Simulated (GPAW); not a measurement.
## TiCo: optical spectrum from first principles

Aim: the dielectric function of TiCo, and the optical constants that follow from it.

Method: DFT, PBE, plane-wave PAW (GPAW data sets), scalar-relativistic, RPA, optical limit, in GPAW 26.7.0.

## Step 1: The starting structure

It takes space group Pm-3m (No. 221, cubic). Conventional cell: a = 2.986 Å, b = 2.986 Å, c = 2.986 Å, α = 90.00°, β = 90.00°, γ = 90.00°. Co has 8 Ti at 2.59 Å nearest. Nearest to Ti lie 8 Co at 2.59 Å. Farther neighbours are not listed.

Structure file:

```xyz
2
Lattice="2.9861 0.0000 0.0000 0.0000 2.9861 0.0000 0.0000 0.0000 2.9861" Properties=species:S:1:pos:R:3 pbc="T T T"
Co    1.4931    1.4931    1.4931
Ti    0.0000    0.0000    0.0000
```

## Step 2: Bands for the response

The response needs many more empty bands than the density does.

This step: DFT, PBE, plane-wave PAW (GPAW data sets), scalar-relativistic, bands at fixed density (GPAW 26.7.0).

nscf.py

```python
from ase.dft.bandgap import bandgap
from gpaw import GPAW, FermiDirac

calc = GPAW('gs.gpw').fixed_density(kpts={'size': (15, 15, 15), 'gamma': True}, nbands=39, convergence={'bands': 33},
                                    occupations=FermiDirac(0.05), txt='nscf.txt')
print('gap (eV)', bandgap(calc, output=None)[0])
print('direct gap (eV)', bandgap(calc, direct=True, output=None)[0])
print('top band over the Fermi level (eV)', min(calc.get_eigenvalues(kpt=k)[32] for k in range(len(calc.get_ibz_k_points()))) - calc.get_fermi_level())
calc.write('full.gpw', mode='all')
```

Started as:

```
OMP_NUM_THREADS=1 python nscf.py
```

Numbers of over 12 decimals in the logs are rounded to 6 here.

Log:

```text
Diagonalizing LCAO Hamiltonian
Converting LCAO to pw mode
convergence criteria:
- Maximum integral of absolute [eigenst]ate change: 4e-08 eV^2 / valence electron
maximum number of iterations: 150

SCF iterations
|iter     |      energy | eigst |  dens |
|iter:   1||             | +3.09 |       |
|iter:   2||             | +1.36 |       |
|iter:   3||             | +1.03 |       |
|iter:   4||             | +0.79 |       |
|iter:   5||             | -0.18 |       |
|iter:   6||             | -1.40 |       |
|iter:   7||             | -2.30 |       |
|iter:   8||             | -2.97 |       |
|iter:   9||             | -3.55 |       |
|iter:  10||             | -4.15 |       |
|iter:  11||             | -4.70 |       |
|iter:  12||             | -5.28 |       |
|iter:  13||             | -5.88 |       |
|iter:  14||             | -6.47 |       |
|iter:  15||             | -7.02 |       |
|iter:  16||             | -7.53c|       |
SCF steps: 16
  __  _  _
 | _ |_)|_||  |
 |__||  | ||/\| - 26.7.0

Versions:
  Python: 3.12.14
  ASE:    3.29.0
  Numpy:  2.5.5
  Scipy:  1.18.1
  Libxc:  7.0.0

Input parameters:
  mode=PW(ecut=500.0),
  convergence={'bands': 33},
  gpts=array([16, 16, 16]),
  kpts=MonkhorstPack(size=(15, 15, 15), gamma=True),
  maxiter=150,
  nbands=39,
  occupations=Occupations(name='fermi-dirac', width=0.05, fixmagmom=False),
  parallel={},
  xc=XC(name='PBE')

--- standard output ---
gap (eV) 0.0
direct gap (eV) 0.0
top band over the Fermi level (eV) 31.161330
```

It took 68 s on 1 thread of Arm Neoverse V1, shared host; peak memory 0.21 GiB.

This run has no spin polarisation, although Co can carry a moment.

## Step 3: Dielectric function, RPA

Local fields let the induced charge screen the field inside the cell, which as a rule lowers ε, most along directions where the density is uneven.

This step: DFT, PBE, plane-wave PAW (GPAW data sets), scalar-relativistic, RPA, optical limit (GPAW 26.7.0).

df.py

```python
from gpaw.response.df import DielectricFunction

df = DielectricFunction('full.gpw', frequencies={'type': 'nonlinear', 'domega0': 0.03, 'omega2': 8},
                        ecut=50,
                        eta=0.15,
                        nbands=33,
                        rate=0.05,
                        txt='df.txt')
for direction in ['x']:
    df.get_dielectric_function(xc='RPA', direction=direction, filename=f'df_{direction}.csv')
```

Started as:

```
OMP_NUM_THREADS=1 python df.py
```

Log:

```text
Using integrator: PointIntegrator
NonLinearFrequencyDescriptor(from 0.000 to 93.938 eV, 535 points)
Nonperiodic BCs:  [False False False]
Using integrator: PointIntegrator
NonLinearFrequencyDescriptor(from 0.000 to 93.938 eV, 535 points)
Nonperiodic BCs:  [False False False]
Using integrator: PointIntegrator

Calculating chi0 body with:
    Ground state adapter containing:
    Number of spins: 1
    Number of kpoints: 3375
    Number of irreducible kpoints: 120
    Number of completely occupied states: 8
    Number of partially occupied states: 14

    Linear response parametrization:
    q_c: [0.0, 0.0, 0.0]
    Number of frequency points: 535
    Planewave cutoff: 50.0
    Number of bands: 33
    Number of planewaves: 19
    Broadening (eta): 0.15

Integrating chi0 body.

Symmetries of q_c:
    Direct symmetries (Uq -> q): 48
    Indirect symmetries (TUq -> q): 0
In total 48 allowed symmetries.

120 groups of equivalent kpoints. 96.444444% reduction.

Integral kind: spectral function

Calculating chi0 optical extensions with:
    Ground state adapter containing:
    Number of spins: 1
    Number of kpoints: 3375
    Number of irreducible kpoints: 120
    Number of completely occupied states: 8
    Number of partially occupied states: 14

    Linear response parametrization:
    Number of frequency points: 535
    Planewave cutoff: 50.0
    Number of bands: 33
    Number of planewaves: 19
    Broadening (eta): 0.15
Integrating chi0 head and wings.

Symmetries of q_c:
    Direct symmetries (Uq -> q): 48
    Indirect symmetries (TUq -> q): 0
In total 48 allowed symmetries.

120 groups of equivalent kpoints. 96.444444% reduction.

Integral kind: spectral function wings

Calculating drude chi0 with:
    Number of frequency points:535
    Plasma frequency decay rate: 0.05 eV

    Ground state adapter containing:
    Number of spins: 1
    Number of kpoints: 3375
    Number of irreducible kpoints: 120
    Number of completely occupied states: 8
    Number of partially occupied states: 14

Symmetries of q_c:
    Direct symmetries (Uq -> q): 48
    Indirect symmetries (TUq -> q): 0
In total 48 allowed symmetries.

120 groups of equivalent kpoints. 96.444444% reduction.

Integral kind: intraband
Plasma frequency:
[[4.94-0.j 0.  +0.j 0.  +0.j]
 [0.  +0.j 4.94-0.j 0.  +0.j]
 [0.  +0.j 0.  +0.j 4.94-0.j]]
```

The job ended after 11 s (1 thread; peak memory 0.25 GiB).

Some rows of df_x.csv (energy; Re and Im without local fields; Re and Im with them):

```text
0.000000, 9918.812129, -0.000000, 9918.202507, -0.000000
0.460735, -86.238193, 55.269895, -86.928786, 54.708870
0.943989, -13.728327, 14.915970, -13.954247, 14.685088
1.451455, 7.330007, 13.475778, 6.944066, 13.276148
1.984998, 10.002666, 18.923435, 9.358991, 17.841033
2.546682, 3.415688, 25.586051, 4.940811, 24.496275
3.138794, 0.416300, 16.392618, 0.913413, 16.672198
3.763875, -0.966513, 17.766594, -0.571680, 17.731010
4.424758, -8.788919, 11.179703, -8.612038, 11.544034
5.124608, -6.254713, 6.075780, -6.177346, 6.390479
5.866977, -3.926292, 3.669704, -3.958118, 3.847415
6.655862, -2.893580, 3.885532, -2.832896, 4.189860
7.495775, -1.757451, 2.626034, -1.865586, 2.729173
8.391833, -1.331301, 2.004291, -1.495489, 2.078223
9.349861, -0.626062, 2.003708, -0.724961, 1.940485
10.376517, -0.572102, 2.299004, -0.582344, 2.329057
11.479449, -0.558234, 1.678611, -0.592895, 1.704771
12.667487, -0.365728, 1.355869, -0.403227, 1.380922
13.950874, -0.058296, 1.044355, -0.094949, 1.066653
```

Sum at mesh points, not converged in k. Table of Im ε, E ∥ x by photon energy; read off at these points:

| photon energy (eV) | Im ε, E ∥ x |
| --- | --- |
| 0.50 | 49.9 |
| 1.00 | 13.9 |
| 1.50 | 13.9 |
| 2.00 | 17.8 |
| 2.50 | 24.3 |
| 3.00 | 17.2 |
| 3.50 | 17.0 |
| 3.94 | 18.6 |
| 4.00 | 18.4 |
| 4.50 | 10.6 |
| 5.00 | 7.02 |
| 5.50 | 4.98 |
| 6.00 | 3.52 |
| 6.50 | 4.15 |
| 7.00 | 2.82 |
| 7.50 | 2.72 |
| 8.00 | 3.04 |
| 8.50 | 2.02 |
| 9.00 | 2.04 |
| 9.50 | 1.77 |
| 10.00 | 2.27 |
| 10.50 | 2.18 |
| 11.00 | 2.10 |
| 11.50 | 1.71 |
| 12.00 | 1.36 |
| 12.50 | 1.39 |
| 13.00 | 1.16 |
| 13.50 | 1.14 |

Values under 1 per cm are given as 1; sum at mesh points, not converged in k. Absorption coefficient, E ∥ x against photon energy:

photon energy (eV), log10 absorption coefficient, E ∥ x (1/cm) and a bar from the least value:
```
    0.492        5.7 ########
    1.010        5.6 ####
    1.486        5.5 
    1.985        5.7 ########
    2.508        5.9 ##################
    3.018        5.9 ####################
    3.510        6.0 ########################
    3.980        6.1 ############################
    4.516        6.2 ##############################
    4.981        6.2 #############################
    5.515        6.1 ############################
    6.021        6.1 ##########################
    6.494        6.1 ##########################
    6.985        6.1 ###########################
    7.496        6.1 ##########################
    8.026        6.1 ###########################
    8.516        6.1 #########################
    9.023        6.1 #########################
    9.483        6.0 #######################
   10.026        6.1 ##########################
   10.519        6.1 ############################
   11.029        6.1 ############################
   11.479        6.1 ###########################
   12.023        6.1 ##########################
   12.504        6.1 ##########################
   13.000        6.1 ##########################
   13.512        6.1 #########################
```

The reflectivity at normal incidence, E ∥ x has structure finer than the step of the table below, so its rows give means over 0.25 eV, whole bins alone (the curve runs from 0.305 to 14.0 eV). Peaks (eV: height): 2.701: 55.2, 4.425: 63.8, 6.820: 52.2, 8.269: 43.6, 10.591: 32.0, 11.787: 31.3.

Sum at mesh points, not converged in k. Table of reflectivity at normal incidence, E ∥ x by photon energy; means over each step:

| photon energy (eV) | reflectivity at normal incidence, E ∥ x (%) |
| --- | --- |
| 0.50 | 88.5 |
| 0.75 | 82.0 |
| 1.00 | 65.3 |
| 1.25 | 45.2 |
| 1.50 | 42.2 |
| 1.75 | 45.0 |
| 2.00 | 46.7 |
| 2.25 | 48.9 |
| 2.50 | 53.2 |
| 2.75 | 54.7 |
| 3.00 | 51.4 |
| 3.25 | 50.4 |
| 3.50 | 51.8 |
| 3.75 | 52.4 |
| 4.00 | 57.7 |
| 4.25 | 62.4 |
| 4.50 | 63.7 |
| 4.75 | 63.0 |
| 5.00 | 61.7 |
| 5.25 | 61.3 |
| 5.50 | 60.2 |
| 5.75 | 58.6 |
| 6.00 | 55.2 |
| 6.25 | 47.6 |
| 6.50 | 44.0 |
| 6.75 | 50.7 |
| 7.00 | 48.8 |
| 7.25 | 42.5 |
| 7.50 | 42.6 |
| 7.75 | 37.6 |
| 8.00 | 38.7 |
| 8.25 | 43.1 |
| 8.50 | 38.9 |
| 8.75 | 33.9 |
| 9.00 | 31.6 |
| 9.25 | 30.1 |
| 9.50 | 25.7 |
| 9.75 | 24.0 |
| 10.00 | 27.3 |
| 10.25 | 26.9 |
| 10.50 | 30.6 |
| 10.75 | 27.5 |
| 11.00 | 28.5 |
| 11.25 | 30.1 |
| 11.50 | 28.8 |
| 11.75 | 30.6 |
| 12.00 | 27.6 |
| 12.25 | 25.0 |
| 12.50 | 25.4 |
| 12.75 | 26.2 |
| 13.00 | 26.0 |
| 13.25 | 23.0 |
| 13.50 | 22.5 |
| 13.75 | 21.5 |

Sum at mesh points, not converged in k. Table of loss function −Im 1/ε at q → 0, E ∥ x by energy loss; read off at these points:

| energy loss (eV) | loss function −Im 1/ε at q → 0, E ∥ x |
| --- | --- |
| 0.50 | 0.00639 |
| 1.00 | 0.0478 |
| 1.50 | 0.0549 |
| 2.00 | 0.0439 |
| 2.50 | 0.0385 |
| 3.00 | 0.0582 |
| 3.50 | 0.0585 |
| 4.00 | 0.0510 |
| 4.50 | 0.0585 |
| 5.00 | 0.0782 |
| 5.50 | 0.0984 |
| 6.00 | 0.142 |
| 6.50 | 0.190 |
| 7.00 | 0.205 |
| 7.50 | 0.251 |
| 8.00 | 0.265 |
| 8.50 | 0.356 |
| 9.00 | 0.419 |
| 9.50 | 0.533 |
| 10.00 | 0.418 |
| 10.50 | 0.403 |
| 10.74 | 0.516 |
| 11.00 | 0.436 |
| 11.50 | 0.523 |
| 12.00 | 0.654 |
| 12.50 | 0.668 |
| 13.00 | 0.773 |
| 13.50 | 0.843 |

Sum at mesh points, not converged in k. Im ε, E ∥ x against photon energy; read off at these points:

```csv
photon energy (eV),without local fields,with local fields
0.500,50.5,49.9
0.750,25.2,24.8
1.000,14.2,13.9
1.250,12.4,12.2
1.500,14.1,13.9
1.750,16.8,16.3
2.000,19.0,17.8
2.250,21.8,20.1
2.500,25.6,24.3
2.547,25.6,24.5
2.750,21.5,21.6
3.000,16.8,17.2
3.250,17.0,17.3
3.500,16.9,17.0
3.750,17.6,17.6
3.893,18.6,18.6
4.000,18.2,18.4
4.250,14.3,14.7
4.500,10.3,10.6
4.750,7.92,8.21
5.000,6.74,7.02
5.250,5.43,5.71
5.500,4.73,4.98
5.750,3.89,4.09
6.000,3.36,3.52
6.250,3.28,3.40
6.500,3.99,4.15
6.750,3.36,3.67
7.000,2.60,2.82
7.250,2.71,2.87
7.500,2.62,2.72
7.750,2.53,2.63
8.000,2.83,3.04
8.250,2.28,2.39
8.500,1.97,2.02
8.750,1.94,2.00
9.000,1.99,2.04
9.250,2.10,2.03
9.500,1.83,1.77
9.750,2.39,2.33
10.000,2.28,2.27
10.250,2.19,2.21
10.500,2.15,2.18
10.750,1.76,1.80
11.000,2.07,2.10
11.250,1.71,1.74
11.500,1.68,1.71
11.750,1.53,1.57
12.000,1.33,1.36
12.250,1.43,1.45
12.500,1.37,1.39
12.750,1.32,1.35
13.000,1.14,1.16
13.250,1.12,1.15
13.500,1.11,1.14
13.750,1.03,1.05
```

From ε follow the optical constants at some laser and lamp lines:

```csv
wavelength (nm),n,k,R (%),1/α
1064,2.33,2.740,49.9,31 nm
800,3.54,2.052,43.0,31 nm
633,3.84,2.319,46.7,22 nm
532,4.09,2.635,50.2,16 nm
450,3.26,3.285,54.9,11 nm
405,2.93,2.866,50.5,11 nm
365,2.98,2.982,51.8,9.7 nm
```

In reflection the computed colour is light grey: x = 0.299, y = 0.318, luminous reflectivity 49 %.

## Step 4: Outcome

**Reading.** At this level (PBE, RPA) TiCo is a metal. The mesh is too coarse to trust the carriers' weight, the reflectivity or the colour to better than tens of per cent. In reflection the computed colour is light grey: x = 0.299, y = 0.318, luminous reflectivity 49 %. The carriers' damping of 0.05 eV is typed, not computed; it shapes the response at the lowest energies. The run has no spin polarisation; magnetic order or correlation, untested here, could change the spectrum. In this version of GPAW the matrix elements of the optical limit are incomplete, which can lower ε − 1 by up to a tenth where first-row anions or d states rule, and shift it by more in d metals. GPAW's carrier term has the form −ωp²/(ω + i·rate)², which damps like twice the rate and fails at low energy, so the curves leave the lowest energies out. The sum runs over mesh points 0.14 Å⁻¹ apart with no interpolation, so peaks are partly noise of the mesh, and the Drude plasma energy, a sum over the Fermi surface, isn't converged.

[Machine, clock and banner lines and Python warnings are left out of the logs.]

[Logs are printed without paths, hosts, clocks, repeated set-up lines and the standing remarks that a program may print on its own settings, such as how far it seeks lower states.]

[Hosts, paths, dates, database ids (printed as entryN), source tags and the programs' standing remarks are cut or masked in the printed files.]
